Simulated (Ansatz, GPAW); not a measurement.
# Optical response of NaCaF3 (model structure)

Aim: the dielectric function of NaCaF3 (model structure), and the optical constants that follow from it. The structure is a model built here, which may or may not match a known phase. It was built so: All K replaced by Na in the Pm-3m structure of KCaF3. The cell is first relaxed with Ansatz.

Calculated with GPAW 26.7.0; DFT, PBE, plane-wave PAW (GPAW data sets), scalar-relativistic, RPA, optical limit.

## 1. Set-up

The structure is cubic, space group Pm-3m (No. 221). The conventional cell has a = 4.210 Å, b = 4.210 Å, c = 4.210 Å, α = 90.00°, β = 90.00°, γ = 90.00°. Nearest to Ca lie 6 F at 2.11 Å. Na has 12 F at 2.98 Å nearest. Nearest to F lie 2 Ca at 2.11 Å. All K replaced by Na in the Pm-3m structure of KCaF3. Farther neighbours and most contacts between anions are not listed.

Structure file:

```cif
data_structure
_symmetry_space_group_name_H-M 'Pm-3m'
_symmetry_Int_Tables_number 221
_cell_length_a 4.2104
_cell_length_b 4.2104
_cell_length_c 4.2104
_cell_angle_alpha 90.000
_cell_angle_beta 90.000
_cell_angle_gamma 90.000
_cell_volume 74.64
loop_
_atom_site_label
_atom_site_type_symbol
_atom_site_symmetry_multiplicity
_atom_site_Wyckoff_symbol
_atom_site_fract_x
_atom_site_fract_y
_atom_site_fract_z
_atom_site_occupancy
Ca1 Ca 1 a 0.00000 0.00000 0.00000 1
Na1 Na 1 b 0.50000 0.50000 0.50000 1
F1 F 3 d 0.50000 0.00000 0.00000 1
```

## 2. Relaxation

Spectra hang on bond lengths, so the cell is first brought to its minimum.

This step: DFT, PBE, plane-wave PAW, default files, scalar-relativistic, relaxation (Ansatz 0.2.0).

Contents of input.yaml:

```yaml
crystal:
  lattice:
    - [4.21037786, 0.0, 0.0]
    - [0.0, 4.21037786, 0.0]
    - [0.0, 0.0, 4.21037786]
  atoms:
    - { symbol: Ca, position: [0.0, 0.0, 0.0] }
    - { symbol: Na, position: [0.5, 0.5, 0.5] }
    - { symbol: F, position: [0.5, 0.0, 0.0] }
    - { symbol: F, position: [0.0, 0.0, 0.5] }
    - { symbol: F, position: [0.0, 0.5, 0.0] }
kpoints:
  mp_grid: { grid: [5, 5, 5] }
scf:
  occupations: { method: fermi_dirac, width: 0.05 }
hamiltonian:
  xc: pbe
output:
  forces: true
  stress: true
relax:
  f_tol: 0.02
  max_steps: 50
  cell: {}
```

Run with:

```
> ansatz run input.yaml --threads 1 --pin off --max-ram 4096MiB --backend cpu --events-out ev --progress --plain --runs-dir out
```

Numbers of over 12 decimals in the logs are rounded to 6 here.

The program printed:

```text
Engine: ansatz 0.2.0, x86_64-unknown-linux-gnu
Pseudopotentials: kind: paw
Pseudopotential: Ca, paw, valence charge 10, recommended cutoff 420 eV (normal), Ca.paw.azcp
Pseudopotential: Na, paw, valence charge 9, recommended cutoff 420 eV (normal), Na.paw.azcp
Pseudopotential: F, paw, valence charge 7, recommended cutoff 420 eV (normal), F.paw.azcp
Functional definition: PBE
  parameter kappa = 0.804
  parameter beta = 0.066725
  exchange = pbe_x(kappa = kappa, mu = beta*pi^2/3)
  correlation = pbe_c(beta = beta)
Crystal: 5 atoms, lattice volume = 74.639 Å³
Basis set: ecut = 420 eV, 1419 PW (Γ), exchange–correlation on 60×60×60 points (8 copies of the dense FFT grid, shifted against one another)
Bands: 25, of which v1, the nominal top of the filled ones, is band 20 counted from 1 (19 counted from 0)
Symmetry: 48 space group operations
Space group: Pm-3m (ITA 221), of the structure as read, at distance tolerance 4.2e-5 Å
k-points: 10 of 125
Non-local potential: Ca, projectors of the file, l = 0: 3, l = 1: 2, l = 2: 2
Non-local potential: Na, projectors of the file, l = 0: 3, l = 1: 2, l = 2: 1
Non-local potential: F, projectors of the file, l = 0: 2, l = 1: 2, l = 2: 1
PAW form: soft (Blöchl's): semilocal exchange-correlation on the pseudo side does not see the compensation charge
PAW one-centre angular grid: Ca, 110 points (default); XC on 64 Gauss nodes
PAW one-centre angular grid: Na, 110 points (default); XC on 64 Gauss nodes
PAW one-centre angular grid: F, 110 points (default); XC on 64 Gauss nodes
Initial density: superposition of atomic densities (neutral atoms: chi_scale 0, normalization atom), corrected by the library's trained network
Initial wavefunctions: pseudopotential atomic-orbital guess
Functional: x = pbe(κ = 0.804, μ = 0.219515), c = pbe(β = 0.066725)
SCF iter   1: F=—  HF=-5735.993211 eV  |F-HF|=—  |Δ(HF+E_count)|=         —  Δρ=8.56e-4  dr2=2.27e-4  ethr=1.77e-3  ⟨swp⟩=9.2  Hψ=1478  notcnv=0
preconditioner: auto → Resta (q_TF=auto, 2.459 Å⁻¹)  ε∞=2.7  [insulator: Δε(μ)=5.482 eV  Ē_g=19.666 eV  σ=0.050 eV  W_gap=1.00  n_scr=18 (ndim 8)  ℏωp=25.8 eV  f_vac=0.202  D(μ)=0.00/eV (n_scr^D=0)  ε∞_Penn≈2.7]
SCF iter   2: F=—  HF=-5735.993542 eV  |F-HF|=—  |Δ(HF+E_count)|=   3.31e-4  Δρ=4.37e-4  dr2=9.93e-5  ethr=5.67e-7  ⟨swp⟩=2.1  Hψ=533  notcnv=0
SCF iter   3: F=—  HF=-5735.993964 eV  |F-HF|=—  |Δ(HF+E_count)|=   4.21e-4  Δρ=2.19e-4  dr2=2.37e-5  ethr=2.48e-7  ⟨swp⟩=2.0  Hψ=373  notcnv=0  defer=1
SCF iter   4: F=—  HF=-5735.994007 eV  |F-HF|=—  |Δ(HF+E_count)|=   4.28e-5  Δρ=8.46e-5  dr2=4.43e-6  ethr=5.93e-8  ⟨swp⟩=2.2  Hψ=388  notcnv=0  defer=1
SCF iter   5: F=—  HF=-5735.994009 eV  |F-HF|=—  |Δ(HF+E_count)|=   2.28e-6  Δρ=1.43e-5  dr2=1.07e-7  ethr=1.11e-8  ⟨swp⟩=2.2  Hψ=367  notcnv=0  defer=1
SCF iter   6: F=-5735.994009 eV  HF=-5735.994009 eV  |F-HF|=1.84e-8  |Δ(HF+E_count)|=   2.37e-7  Δρ=4.30e-6  dr2=7.96e-9  ethr=2.50e-10  ⟨swp⟩=3.9  Hψ=741  notcnv=0
SCF 1 converged in 6 iterations: F = -5735.994009 eV  dr2 = 7.96e-9
  greatest PAW one-centre occupation: 0.999 electrons in one spin orbital (limit 2), on the Na atom at site 1 (counted from 0), in its partial waves of l = 0
relax step   1: F+E_penalty+E_count = -5735.99400921 eV  Δ(F+E_penalty+E_count) = +0.000e0 eV  max|allowed force component| = 9.295e-30 eV/Å  Δτ_max = 0.0000 Å  P = +10.465 GPa  Ω = 74.639 Å³  (6 SCF iters, dr2 threshold 1.00e-7 eV, accepted)
Crystal: 5 atoms, lattice volume = 82.403 Å³
Basis set: ecut = 420 eV, 1575 PW (Γ), exchange–correlation on 60×60×60 points (8 copies of the dense FFT grid, shifted against one another)
Initial density: handed on by an earlier stage of this run
Initial wavefunctions: those handed on with the density
iter 1 solved again at ethr=2.01e-4 eV; its pass at ethr=3.10e-3 eV (dr2=8.03e-2 eV) is discarded
SCF iter   1: F=—  HF=-5736.299989 eV  |F-HF|=—  |Δ(HF+E_count)|=         —  Δρ=8.13e-3  dr2=8.16e-2  ethr=2.01e-4  ⟨swp⟩=1.0  Hψ=1441  notcnv=0
preconditioner: auto → Resta (q_TF=auto, 2.419 Å⁻¹)  ε∞=2.6  [insulator: Δε(μ)=5.333 eV  Ē_g=19.291 eV  σ=0.050 eV  W_gap=1.00  n_scr=18 (ndim 8)  ℏωp=24.5 eV  f_vac=0.258  D(μ)=0.00/eV (n_scr^D=0)  ε∞_Penn≈2.6]
SCF iter   2: F=—  HF=-5736.269019 eV  |F-HF|=—  |Δ(HF+E_count)|=   3.10e-2  Δρ=4.80e-3  dr2=2.08e-2  ethr=2.01e-4  ⟨swp⟩=2.8  Hψ=458  notcnv=0
SCF iter   3: F=—  HF=-5736.261340 eV  |F-HF|=—  |Δ(HF+E_count)|=   7.68e-3  Δρ=2.40e-3  dr2=4.24e-3  ethr=5.19e-5  ⟨swp⟩=2.0  Hψ=420  notcnv=0
SCF iter   4: F=—  HF=-5736.260393 eV  |F-HF|=—  |Δ(HF+E_count)|=   9.48e-4  Δρ=6.24e-4  dr2=3.41e-4  ethr=1.06e-5  ⟨swp⟩=2.0  Hψ=398  notcnv=0
SCF iter   5: F=—  HF=-5736.261579 eV  |F-HF|=—  |Δ(HF+E_count)|=   1.19e-3  Δρ=1.70e-4  dr2=2.12e-5  ethr=8.52e-7  ⟨swp⟩=3.0  Hψ=440  notcnv=0
SCF iter   6: F=—  HF=-5736.261602 eV  |F-HF|=—  |Δ(HF+E_count)|=   2.38e-5  Δρ=4.06e-5  dr2=1.77e-6  ethr=5.29e-8  ⟨swp⟩=2.1  Hψ=421  notcnv=0
SCF iter   7: F=-5736.261605 eV  HF=-5736.261605 eV  |F-HF|=8.21e-8  |Δ(HF+E_count)|=   2.74e-6  Δρ=1.07e-5  dr2=1.07e-7  ethr=1.25e-9  ⟨swp⟩=4.0  Hψ=779  notcnv=0
SCF 2 converged in 7 iterations: F = -5736.261605 eV  dr2 = 1.07e-7
relax step   2: F+E_penalty+E_count = -5736.26160518 eV  Δ(F+E_penalty+E_count) = -2.676e-1 eV  max|allowed force component| = 7.225e-30 eV/Å  Δτ_max = 0.0000 Å  P = +1.997 GPa  Ω = 82.403 Å³  energy of the carried Pulay correction = -2.147e-2 eV  (7 SCF iters, dr2 threshold 5.00e-7 eV, accepted)
Crystal: 5 atoms, lattice volume = 84.474 Å³
Basis set: ecut = 420 eV, 1647 PW (Γ), exchange–correlation on 60×60×60 points (8 copies of the dense FFT grid, shifted against one another)
iter 1 solved again at ethr=1.25e-5 eV; its pass at ethr=3.10e-3 eV (dr2=4.98e-3 eV) is discarded
SCF iter   1: F=—  HF=-5736.271274 eV  |F-HF|=—  |Δ(HF+E_count)|=         —  Δρ=2.06e-3  dr2=5.19e-3  ethr=1.25e-5  ⟨swp⟩=2.0  Hψ=1370  notcnv=0
preconditioner: auto → Resta (q_TF=auto, 2.409 Å⁻¹)  ε∞=2.6  [insulator: Δε(μ)=5.165 eV  Ē_g=19.136 eV  σ=0.050 eV  W_gap=1.00  n_scr=18 (ndim 8)  ℏωp=24.2 eV  f_vac=0.249  D(μ)=0.00/eV (n_scr^D=0)  ε∞_Penn≈2.6]
SCF iter   2: F=—  HF=-5736.269373 eV  |F-HF|=—  |Δ(HF+E_count)|=   1.90e-3  Δρ=1.21e-3  dr2=1.24e-3  ethr=1.25e-5  ⟨swp⟩=2.1  Hψ=420  notcnv=0
SCF iter   3: F=—  HF=-5736.268933 eV  |F-HF|=—  |Δ(HF+E_count)|=   4.40e-4  Δρ=5.69e-4  dr2=2.76e-4  ethr=3.10e-6  ⟨swp⟩=2.0  Hψ=370  notcnv=0
SCF iter   4: F=—  HF=-5736.270230 eV  |F-HF|=—  |Δ(HF+E_count)|=   1.30e-3  Δρ=1.65e-4  dr2=2.23e-5  ethr=6.89e-7  ⟨swp⟩=2.3  Hψ=379  notcnv=0
SCF iter   5: F=—  HF=-5736.270236 eV  |F-HF|=—  |Δ(HF+E_count)|=   6.07e-6  Δρ=3.95e-5  dr2=1.14e-6  ethr=5.57e-8  ⟨swp⟩=2.4  Hψ=407  notcnv=0
SCF iter   6: F=-5736.270238 eV  HF=-5736.270237 eV  |F-HF|=1.71e-7  |Δ(HF+E_count)|=   1.28e-6  Δρ=1.10e-5  dr2=1.29e-7  ethr=1.25e-9  ⟨swp⟩=4.0  Hψ=780  notcnv=0
SCF 3 converged in 6 iterations: F = -5736.270238 eV  dr2 = 1.29e-7
relax step   3: F+E_penalty+E_count = -5736.27023763 eV  Δ(F+E_penalty+E_count) = -8.632e-3 eV  max|allowed force component| = 7.443e-30 eV/Å  Δτ_max = 0.0000 Å  P = +0.193 GPa  Ω = 84.474 Å³  energy of the carried Pulay correction = -2.684e-2 eV  (6 SCF iters, dr2 threshold 5.00e-7 eV, accepted)
[...]
relax step   4: F+E_penalty+E_count = -5736.26979410 eV  Δ(F+E_penalty+E_count) = +4.435e-4 eV  max|allowed force component| = 1.545e-29 eV/Å  Δτ_max = 0.0000 Å  P = +0.003 GPa  Ω = 84.702 Å³  energy of the carried Pulay correction = -2.743e-2 eV  (5 SCF iters, dr2 threshold 9.35e-8 eV, accepted)
[...]
relax step   5: F+E_penalty+E_count = -5736.33523003 eV  Δ(F+E_penalty+E_count) = -6.544e-2 eV  max|allowed force component| = 2.163e-30 eV/Å  Δτ_max = 0.0000 Å  P = +1.374 GPa  Ω = 84.702 Å³  stress off target by 1.37e0 GPa  SCF on the basis re-selected at this cell (its energy is not comparable with the rows above)  (8 SCF iters)
[...]
relax step   6: F+E_penalty+E_count = -5736.33907449 eV  Δ(F+E_penalty+E_count) = -3.844e-3 eV  max|allowed force component| = 4.288e-30 eV/Å  Δτ_max = 0.0000 Å  P = +0.329 GPa  Ω = 86.358 Å³  energy of the carried Pulay correction = -4.872e-3 eV  (6 SCF iters, dr2 threshold 5.00e-7 eV, accepted)
[...]
relax step   7: F+E_penalty+E_count = -5736.33774316 eV  Δ(F+E_penalty+E_count) = +1.331e-3 eV  max|allowed force component| = 1.168e-29 eV/Å  Δτ_max = 0.0000 Å  P = -0.012 GPa  Ω = 86.935 Å³  energy of the carried Pulay correction = -6.773e-3 eV  (5 SCF iters, dr2 threshold 2.71e-7 eV, accepted)
iter 1 solved again at ethr=7.89e-8 eV; its pass at ethr=3.10e-3 eV (dr2=3.16e-5 eV) is discarded
SCF iter   1: F=—  HF=-5736.341104 eV  |F-HF|=—  |Δ(HF+E_count)|=         —  Δρ=3.49e-4  dr2=1.26e-5  ethr=7.89e-8  ⟨swp⟩=3.0  Hψ=2076  notcnv=0
preconditioner: auto → Resta (q_TF=auto, 2.397 Å⁻¹)  ε∞=2.6  [insulator: Δε(μ)=5.046 eV  Ē_g=18.994 eV  σ=0.050 eV  W_gap=1.00  n_scr=18 (ndim 8)  ℏωp=23.9 eV  f_vac=0.253  D(μ)=0.00/eV (n_scr^D=0)  ε∞_Penn≈2.6]
SCF iter   2: F=—  HF=-5736.344212 eV  |F-HF|=—  |Δ(HF+E_count)|=   3.11e-3  Δρ=1.61e-4  dr2=4.71e-6  ethr=3.14e-8  ⟨swp⟩=2.0  Hψ=440  notcnv=0
SCF iter   3: F=—  HF=-5736.344551 eV  |F-HF|=—  |Δ(HF+E_count)|=   3.39e-4  Δρ=8.47e-5  dr2=5.61e-7  ethr=1.18e-8  ⟨swp⟩=2.0  Hψ=329  notcnv=0
SCF iter   4: F=—  HF=-5736.344666 eV  |F-HF|=—  |Δ(HF+E_count)|=   1.15e-4  Δρ=2.94e-5  dr2=6.86e-8  ethr=1.40e-9  ⟨swp⟩=2.7  Hψ=457  notcnv=0
SCF iter   5: F=—  HF=-5736.344681 eV  |F-HF|=—  |Δ(HF+E_count)|=   1.56e-5  Δρ=5.72e-6  dr2=3.98e-9  ethr=1.72e-10  ⟨swp⟩=2.0  Hψ=428  notcnv=0
SCF iter   6: F=—  HF=-5736.344682 eV  |F-HF|=—  |Δ(HF+E_count)|=   5.49e-7  Δρ=7.20e-7  dr2=2.03e-10  ethr=9.94e-12  ⟨swp⟩=2.0  Hψ=448  notcnv=0
SCF iter   7: F=-5736.344682 eV  HF=-5736.344682 eV  |F-HF|=6.37e-12  |Δ(HF+E_count)|=   4.90e-9  Δρ=1.62e-7  dr2=1.81e-11  ethr=1.00e-12  ⟨swp⟩=4.0  Hψ=882  notcnv=0
SCF 8 converged in 7 iterations: F = -5736.344682 eV  dr2 = 1.81e-11
relax step   8: F+E_penalty+E_count = -5736.34468169 eV  Δ(F+E_penalty+E_count) = -6.939e-3 eV  max|allowed force component| = 7.342e-29 eV/Å  Δτ_max = 0.0000 Å  P = +0.035 GPa  Ω = 86.935 Å³  stress off target by 3.45e-2 GPa  SCF on the basis re-selected at this cell (its energy is not comparable with the rows above)  (7 SCF iters)
basis re-selected at this cell: Δ(F+E_penalty+E_count) = -6.939e-3 eV, ΔP = +0.047 GPa vs the last step (what re-selecting the basis moved, of the pressure what is left beyond the Pulay correction that the steps carried, after the strain that the cell walked since its last selection, with what the two solves' SCF thresholds leave and, on support functions, any second-order correction that the steps lacked; it is no m [...]
SCF converged after 7 iterations
Free energy (F): -5736.344682 eV
Harris-Foulkes:  -5736.344682 eV  (|F-HF|=6.37e-12)
Internal energy: -5736.344682 eV  (E = F + TS)
E sigma→0 (E₀):  -5736.344682 eV
Fermi energy:    2.860289 eV
--- Per-component energies (eV) ---
  E_band       = -512.631154
  E_kinetic    = 1021.277527
  E_local      = -4033.462002  (includes V_loc(G=0)·N_el)
  E_nonlocal   = 398.401953
  E_hartree    = 1467.625286
  E_xc         = -418.256132
  E_vxc        = -531.423377  (∫ρ·V_xc dr)
  E_paw        = -1723.107078  (= ΣΔE_a)
  E_vpaw       = -302.681937  (= ΣTr[D̂ρ^β])
  E_aug_tail   = 0.005979  (compensation charges beyond the density's cutoff)
  E_ewald      = -2448.830215
  E_smearing   = -0.000000  (= −TS)
  E_closure    = -0.000000  (closes the sum)
  Σ components = -5736.344682   (vs F -5736.344682, Δ=0.00e0)
--- Forces (eV/Å), atoms counted from 1 ---
  atom   1  Ca     0.00000000    -0.00000000     0.00000000
  atom   2  Na     0.00000000    -0.00000000    -0.00000000
  atom   3  F     -0.00000000    -0.00000000    -0.00000000
  atom   4  F      0.00000000    -0.00000000     0.00000000
  atom   5  F      0.00000000     0.00000000     0.00000000
  max |Σ_I F_I| component: 7.47e-29 eV/Å
--- Stress (GPa, compression-positive) ---
        0.034519      -0.000000      -0.000000
       -0.000000       0.034519       0.000000
       -0.000000       0.000000       0.034519
  P = ⅓ Tr σ = 0.0345 GPa (0.345 kbar)
--- Relaxed structure (6 steps of the walk, 6 accepted, 2 SCFs on fresh bases) ---
  F+E_penalty+E_count = -5736.34468169 eV   max|allowed force component| = 7.342e-29 eV/Å   (the final SCF, on the basis selected at the relaxed cell)
  cell:  # Å, volume = 86.9349 Å³
    - [4.429942, 0, 0]
    - [0, 4.429942, 0]
    - [0, 0, 4.429942]
  atoms:
    - { symbol: Ca, position: [0, 0, 0] }
    - { symbol: Na, position: [0.500000, 0.500000, 0.500000] }
    - { symbol: F, position: [0.500000, 0, 0] }
    - { symbol: F, position: [0, 0, 0.500000] }
    - { symbol: F, position: [0, 0.500000, 0] }
```

The job ended after 14 s (1 thread of Intel Xeon Platinum 8259CL at 2.50GHz (Skylake/Cascade Lake), shared host; peak memory 0.39 GiB).

Relaxation path:

```tsv
step	energy less that of the first step (eV)	largest force component (eV/Å)	pressure (GPa)	volume (Å³)
1	0.0000	0.0000	10.46	74.64
2	-0.2676	0.0000	2.00	82.40
3	-0.2762	0.0000	0.19	84.47
4	-0.2758	0.0000	0.00	84.70
5*	-0.3412	0.0000	1.37	84.70
6	-0.3451	0.0000	0.33	86.36
7	-0.3437	0.0000	-0.01	86.93
8*	-0.3507	0.0000	0.03	86.93
```

Relaxation steps marked * repeat the geometry before them on a plane-wave basis chosen anew for their cell, so energy and pressure can jump there.

The run keeps the 48 symmetry operations that it works with, so distortions that break them were not tested.

```tsv
conventional cell, symmetrised	before	after	change
a (Å)	4.210	4.430	+5.2 %
b (Å)	4.210	4.430	+5.2 %
c (Å)	4.210	4.430	+5.2 %
volume (Å³/atom)	14.93	17.39	+16.5 %
```

Final coordinates:

```xyz
5
Lattice="4.4299 0.0000 0.0000 0.0000 4.4299 0.0000 0.0000 0.0000 4.4299" Properties=species:S:1:pos:R:3 pbc="T T T"
Ca    0.0000    0.0000    0.0000
Na    2.2150    2.2150    2.2150
F     2.2150    0.0000    0.0000
F     0.0000    0.0000    2.2150
F     0.0000    2.2150    0.0000
```

The relaxation ends with a pressure of 0.03 GPa.

(Continued in part 2 of 3.)

[Machine, clock and banner lines and Python warnings are left out of the logs.]

[Logs are printed without paths, hosts, clocks, repeated set-up lines and the standing remarks that a program may print on its own settings, such as how far it seeks lower states.]

[Hosts, paths, dates, database ids (printed as entryN), source tags and the programs' standing remarks are cut or masked in the printed files.]
